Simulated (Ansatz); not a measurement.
## Work function of Nb(100): what the settings cost and change

Aim: the numerical settings behind the work function of Nb(100), with the cost of each.

Main program and level: Ansatz 0.2.0; plane-wave DFT, PBE, Ansatz PAW.

**Measured values to reproduce.**

For Nb (clean (100) face, a compiled value), “Anisotropic work function of elemental crystals” (2019, arxiv:1902.07811) quotes earlier work: work function (clean (100) face, a compiled value) 3.97 eV.

This is a report of a sequence of runs, with the program logs left out and the cost of each run kept.

## 1. The system as given

The cell holds 7 atoms: 7 Nb. Its edges and angles: a = 3.300 Å, b = 3.300 Å, c = 27.900 Å, α = 90.0°, β = 90.0°, γ = 90.0°. Vacuum lies along c.

## 2. Run, setting cutoff 200 eV

A work function rests on the faint tail of the density, so the SCF threshold is tight. The cutoff is raised first; then mesh and smearing are varied at the default cutoff.

input.yaml

```yaml
crystal:
  lattice:
    - [3.3, 0.0, 0.0]
    - [0.0, 3.3, 0.0]
    - [0.0, 0.0, 27.9]
  atoms:
    - { symbol: Nb, position: [0.0, 0.0, 0.3225806452] }
    - { symbol: Nb, position: [0.5, 0.5, 0.3817204301] }
    - { symbol: Nb, position: [0.0, 0.0, 0.4408602151] }
    - { symbol: Nb, position: [0.5, 0.5, 0.5] }
    - { symbol: Nb, position: [0.0, 0.0, 0.5591397849] }
    - { symbol: Nb, position: [0.5, 0.5, 0.6182795699] }
    - { symbol: Nb, position: [0.0, 0.0, 0.6774193548] }
kpoints:
  mp_grid: { grid: [12, 12, 1] }
hamiltonian:
  xc: pbe
scf:
  occupations: { method: fermi_dirac, width: 0.1 }
  convergence: { dr2_threshold: 1.0e-09 }
efield:
  axis: 3
  dipole_correction: true
  ramp_position: 0.97
  ramp_width: 0.06
basis:
  ecutwfc: "200 eV"
output:
  write_potential: true
  write_density: true
  volumetric_format: npy
  elf: true
```

Started as:

```bash
$ ansatz run input.yaml --threads 2 --pin off --max-ram 3072MiB --backend cpu --events-out ev --progress --plain --runs-dir out
```

Run time: 30 s. Hardware: 2 threads of Arm Neoverse N1, shared host; peak memory 0.42 GiB.

Read from the output:

| Quantity | Value |
| --- | --- |
| energy at zero smearing | -31846.1268 eV |
| work function, upper face | 3.805 eV |

Running mean over 1.65 Å of the planar mean; the ramp of the sawtooth is left out. Electron's electrostatic potential energy less the Fermi level against z:

```tsv
z (Å)	electron's electrostatic potential energy less the Fermi level (eV)
4	3.78
5	3.75
6	3.64
7	2.85
8	-2.89
9	-10.7
10	-11.2
11	-11.1
12	-11.2
13	-11.1
14	-11.1
15	-11.1
16	-11.2
17	-11.1
18	-11.2
19	-10.5
20	-1.88
21	3.00
22	3.66
23	3.76
24	3.78
```

Valence density in the ca plane at fractional y = 0.000, with atoms of Nb within 0.2 Å of it. It is the smooth field of the valence electrons, not physical close to the nuclei.

Values in e/Å³, 5 rows by 16 columns, each cell a mean:
```
1.6 3.3 0.4 0.7 3.7 1.0 0.3 2.9 2.1 0.2 1.7 3.3 0.2 0.0 0.0 0.0
0.2 0.5 0.2 0.3 0.5 0.3 0.2 0.5 0.4 0.2 0.4 0.5 0.1 0.0 0.0 0.0
0.1 0.2 0.2 0.2 0.2 0.2 0.2 0.2 0.2 0.2 0.2 0.2 0.0 0.0 0.0 0.0
0.5 1.1 0.3 0.3 1.2 0.4 0.2 0.9 0.7 0.2 0.6 1.0 0.1 0.0 0.0 0.0
2.0 4.0 0.5 0.8 4.4 1.3 0.3 3.5 2.7 0.2 2.2 3.9 0.3 0.0 0.0 0.0
```
Columns run along c (16.0 Å, from fractional 0.28 to 0.86 of the cell), rows up along a (3.3 Å). Atoms in or near the plane, at fractional coordinates: Nb at (0.32, 0.00), Nb at (0.44, 0.00), Nb at (0.56, 0.00), Nb at (0.68, 0.00).

Electrostatic potential energy in the ca plane at fractional y = 0.000, with atoms of Nb within 0.2 Å of it. With pseudopotentials it is smooth inside the atoms' cores, unlike the true potential.

Values in eV, 5 rows by 16 columns, each cell a mean:
```
-25 -53   0  -6 -57 -13   3 -45 -33   5 -26 -51   0   8   9   9
  1  -4   6   5  -5   4   6  -2   0   7   2  -4   6   9   9   9
  6   5   7   7   6   7   7   6   6   7   7   5   7   9   9   9
 -5 -16   5   3 -18   0   6 -13  -7   7  -5 -16   4   9   9   9
-32 -64  -2  -9 -69 -18   2 -56 -42   5 -34 -62  -2   8   9   9
```
Columns run along c (16.0 Å, from fractional 0.28 to 0.86 of the cell; values clipped at the 3rd and 97th percentile), rows up along a (3.3 Å). Atoms in or near the plane, at fractional coordinates: Nb at (0.32, 0.00), Nb at (0.44, 0.00), Nb at (0.56, 0.00), Nb at (0.68, 0.00).

ELF in the ca plane at fractional y = 0.000, with atoms of Nb within 0.2 Å of it. It is the smooth field of the valence electrons, not physical close to the nuclei.

Ten even steps from '0' (0.00) to '9' (0.74), each cell a mean:
```
39969735427969824426978923536978951000000000
25898435534888525533888524543799621000000000
12343455553333345553333345554343211110000000
22235655555333455555433455556543222210000000
22346654455444555555544555456654222210000000
21223565554222355554222355565332121110000000
13675345533566335543566335553577421000000000
38999635426989724525999824534999941000000000
49738835427837823426846933536945951000000000
```
Columns run along c (16.0 Å, from fractional 0.28 to 0.86 of the cell), rows up along a (3.3 Å). Atoms in or near the plane, at fractional coordinates: Nb at (0.32, 0.00), Nb at (0.44, 0.00), Nb at (0.56, 0.00), Nb at (0.68, 0.00).

The work function is 3.805 eV.

## 3. Slab

Changes to input.yaml since step 2:

```diff
@@ -26,3 +26,3 @@
 basis:
-  ecutwfc: "200 eV"
+  ecutwfc: "300 eV"
 output:
@@ -31,2 +31 @@
   volumetric_format: npy
-  elf: true
```

Wall time 52 s (2 threads); peak memory 0.55 GiB.

The work function is 3.723 eV, -0.082 eV from the run “cutoff 200 eV”, at 1.7 times its CPU time.

## 4. Run

Changes to input.yaml since step 3:

```diff
@@ -26,3 +26,3 @@
 basis:
-  ecutwfc: "300 eV"
+  ecutwfc: "420 eV"
 output:
```

The job ended after 71 s (2 threads; peak memory 0.76 GiB; 2 min of CPU time).

The work function is 3.723 eV, -0.082 eV from the run “cutoff 200 eV”, at 2.4 times its CPU time.

## 5. Run

Changes to input.yaml since step 4:

```diff
@@ -26,3 +26,3 @@
 basis:
-  ecutwfc: "420 eV"
+  ecutwfc: "600 eV"
 output:
```

Wall time 2.3 min (2 threads); peak memory 1.1 GiB.

The work function is 3.723 eV, +0.000 eV from the run “cutoff 420 eV”, at 1.9 times its CPU time.

## 6. Slab

Changes to input.yaml since step 5:

```diff
@@ -14,3 +14,3 @@
 kpoints:
-  mp_grid: { grid: [12, 12, 1] }
+  mp_grid: { grid: [2, 2, 1] }
 hamiltonian:
@@ -25,4 +25,2 @@
   ramp_width: 0.06
-basis:
-  ecutwfc: "600 eV"
 output:
```

Elapsed: 8.2 s, on 2 threads; peak memory 0.49 GiB.

The work function is 3.810 eV, +0.087 eV from the run “cutoff 420 eV”, at 0.074 times its CPU time.

## 7. Run

Changes to input.yaml since step 6:

```diff
@@ -14,3 +14,3 @@
 kpoints:
-  mp_grid: { grid: [2, 2, 1] }
+  mp_grid: { grid: [4, 4, 1] }
 hamiltonian:
```

Run time: 17 s. Hardware: 2 threads; peak memory 0.49 GiB.

The work function is 3.730 eV, +0.007 eV from the run “cutoff 420 eV”, at 0.19 times its CPU time.

## 8. Run

Changes to input.yaml since step 7:

```diff
@@ -14,3 +14,3 @@
 kpoints:
-  mp_grid: { grid: [4, 4, 1] }
+  mp_grid: { grid: [8, 8, 1] }
 hamiltonian:
```

The job ended after 41 s (2 threads; peak memory 0.62 GiB; 63 s of CPU time).

The work function is 3.726 eV, +0.003 eV from the run “cutoff 420 eV”, at 0.53 times its CPU time.

## 9. Run

Changes to input.yaml since step 8:

```diff
@@ -14,3 +14,3 @@
 kpoints:
-  mp_grid: { grid: [8, 8, 1] }
+  mp_grid: { grid: [18, 18, 1] }
 hamiltonian:
```

Run time: 2.4 min. Hardware: 2 threads; peak memory 1.1 GiB.

The work function is 3.725 eV, +0.002 eV from the run “cutoff 420 eV”, at 2.0 times its CPU time.

## 10. Run

Changes to input.yaml since step 9:

```diff
@@ -14,3 +14,3 @@
 kpoints:
-  mp_grid: { grid: [18, 18, 1] }
+  mp_grid: { grid: [12, 12, 1] }
 hamiltonian:
@@ -18,3 +18,3 @@
 scf:
-  occupations: { method: fermi_dirac, width: 0.1 }
+  occupations: { method: gaussian, width: 0.05 }
   convergence: { dr2_threshold: 1.0e-09 }
```

Wall time 67 s (2 threads); peak memory 0.76 GiB.

The work function is 3.735 eV, +0.012 eV from the run “cutoff 420 eV”, at 0.96 times its CPU time.

## 11. Run

Changes to input.yaml since step 10:

```diff
@@ -18,3 +18,3 @@
 scf:
-  occupations: { method: gaussian, width: 0.05 }
+  occupations: { method: methfessel_paxton, width: 0.2 }
   convergence: { dr2_threshold: 1.0e-09 }
```

The job ended after 74 s (2 threads; peak memory 0.77 GiB).

The work function is 3.726 eV, +0.004 eV from the run “cutoff 420 eV”, at 1.0 times its CPU time.

## 12. Run

Changes to input.yaml since step 11:

```diff
@@ -18,3 +18,3 @@
 scf:
-  occupations: { method: methfessel_paxton, width: 0.2 }
+  occupations: { method: fermi_dirac, width: 0.3 }
   convergence: { dr2_threshold: 1.0e-09 }
```

Wall time 85 s (2 threads); peak memory 0.83 GiB.

The work function is 3.792 eV, +0.069 eV from the run “cutoff 420 eV”, at 1.1 times its CPU time.

## 13. Run

Changes to input.yaml since step 12:

```diff
@@ -18,3 +18,3 @@
 scf:
-  occupations: { method: fermi_dirac, width: 0.3 }
+  occupations: { method: cold, width: 0.1 }
   convergence: { dr2_threshold: 1.0e-09 }
```

The job ended after 74 s (2 threads; peak memory 0.76 GiB).

The work function is 3.721 eV, -0.002 eV from the run “cutoff 420 eV”, at 1.0 times its CPU time.

## 14. Comparing the runs

Times are for 2 threads of Arm Neoverse N1, shared host. The runs compared:

```tsv
no.	setting	work function, upper face (eV)	time	memory (GiB)
1	cutoff 200 eV	3.805	30 s	0.42
2	cutoff 300 eV	3.723	52 s	0.55
3	cutoff 420 eV	3.723	71 s	0.76
4	cutoff 600 eV	3.723	2.3 min	1.1
5	mesh 2x2	3.810	8.2 s	0.49
6	mesh 4x4	3.730	17 s	0.49
7	mesh 8x8	3.726	41 s	0.62
8	mesh 18x18	3.725	2.4 min	1.1
9	Gaussian smearing 0.05 eV	3.735	67 s	0.76
10	methfessel_paxton smearing 0.2 eV	3.726	74 s	0.77
11	fermi_dirac smearing 0.3 eV	3.792	85 s	0.83
12	cold smearing 0.1 eV	3.721	74 s	0.76
```

## 15. Varying the input

An input spoilt on purpose, to show how the run answers: it repeats the earlier run “cutoff 200 eV” with efield.amplitude to 5.0, and scf.max_iter set to 50; its output block differs too.

Changes to input.yaml since step 13:

```diff
@@ -18,4 +18,5 @@
 scf:
-  occupations: { method: cold, width: 0.1 }
+  occupations: { method: fermi_dirac, width: 0.1 }
   convergence: { dr2_threshold: 1.0e-09 }
+  max_iter: 50
 efield:
@@ -25,2 +26,5 @@
   ramp_width: 0.06
+  amplitude: 5.0
+basis:
+  ecutwfc: "200 eV"
 output:
```

It took 69 s on 2 threads; peak memory 0.4 GiB; 1.9 min of CPU time.

The fault (a field far too strong) makes this run a check alone; its numbers are not taken further.

## 16. Summary of results

| Item | Value |
| --- | --- |
| work function, cutoff 420 eV | 3.723 eV |
| work function, cutoff 600 eV | 3.723 eV |
| work function, mesh 2x2 | 3.810 eV |
| work function, cold smearing 0.1 eV | 3.721 eV |

**Reading.** The run at the highest cutoff gives 3.72 eV, and the settings tried spread the value from 3.72 to 3.81 eV. Against 600 eV, a cutoff of 200 eV is off by +0.082 eV. Against 600 eV, a cutoff of 420 eV is off by -0.000 eV. Against the finest mesh, 18 points along a, the coarser ones are off by +0.08 (2), +0.00 (4) and +0.00 (8) eV. The smearing schemes and widths spread it over 0.07 eV. The ladder's slabs use the tabulated experimental lattice constant (two decimals; a low-temperature value for the alkali metals). This open face is not relaxed here, and relaxation moves such faces by up to a few tenths of an eV. In 1 run of the series (cutoff 200 eV) the program warns that electrons reach the sawtooth's ramp, which makes dipole and work function less sure.

Calculation against experiment:

```
                                               quantity  measured    cutoff 600 eV
work function (clean (100) face, a compiled value) (eV)      3.97  3.72 (-0.25 eV)
```

Measured values from arxiv:1902.07811 (2019).

Verdict: The work function is off by -0.25 eV: fair agreement. No cell relaxation is part of this session.

[Long decimals in the printed logs are rounded to 6 places.]

[Logs are printed without paths, hosts, clocks, repeated set-up lines and the standing remarks that a program may print on its own settings, such as how far it seeks lower states.]

[Hosts, paths, dates, database ids (printed as entryN), source tags and the programs' standing remarks are cut or masked in the printed files.]

[Maps of the electrostatic potential energy from Ansatz leave out the sawtooth potential of an applied field or a dipole correction, so their vacuum need not be flat; planar profiles and work functions include it.]
